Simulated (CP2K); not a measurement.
Two runs for the N K edge of hydrogen cyanide. Run A: CP2K XAS_TDP, all-electron GAPW, PBEh(45%), aug-cc-pVTZ, TDA, no relativity. Run B differs in one setting.

First lines with a strength over 0.0015. A:

```tsv
atom	energy (eV)	states	strength, one atom
N2 (bonded to C)	395.15	2	0.1166
	399.52	1	0.0031
	401.22	1	0.0096
	402.32	2	0.0118
	404.65	1	0.0045
```

B:

```tsv
atom	energy (eV)	states	strength, one atom
N2 (bonded to C)	399.77	2	0.1334
	405.59	1	0.0051
	407.09	1	0.0117
	408.30	2	0.0108
	410.56	1	0.0062
```

Which was it: the basis, scalar relativity switched on, the functional, GW2X switched on?

The functional (functional from PBEh(45%) to PBEh(60%); the lines alone don't name the new value). A functional moves all lines by electronvolts and changes their spacings and strengths. Against PBEh(45%) in aug-cc-pVTZ, the leading line moves by +4.62 eV, to 399.77 eV; the strength of N2's goes from 0.1166 to 0.1334. The next line of N2 over the strength cut lies 5.82 eV higher, against 4.37.

[Banner, clock and machine lines of the logs are left out without a mark of their own.]

[Logs are printed without paths, hosts, clocks, repeated set-up lines and the standing remarks that a program may print on its own settings, such as how far it seeks lower states.]

[Hosts, paths, dates, database ids (printed as entryN), source tags and the programs' standing remarks are cut or masked in the printed files.]
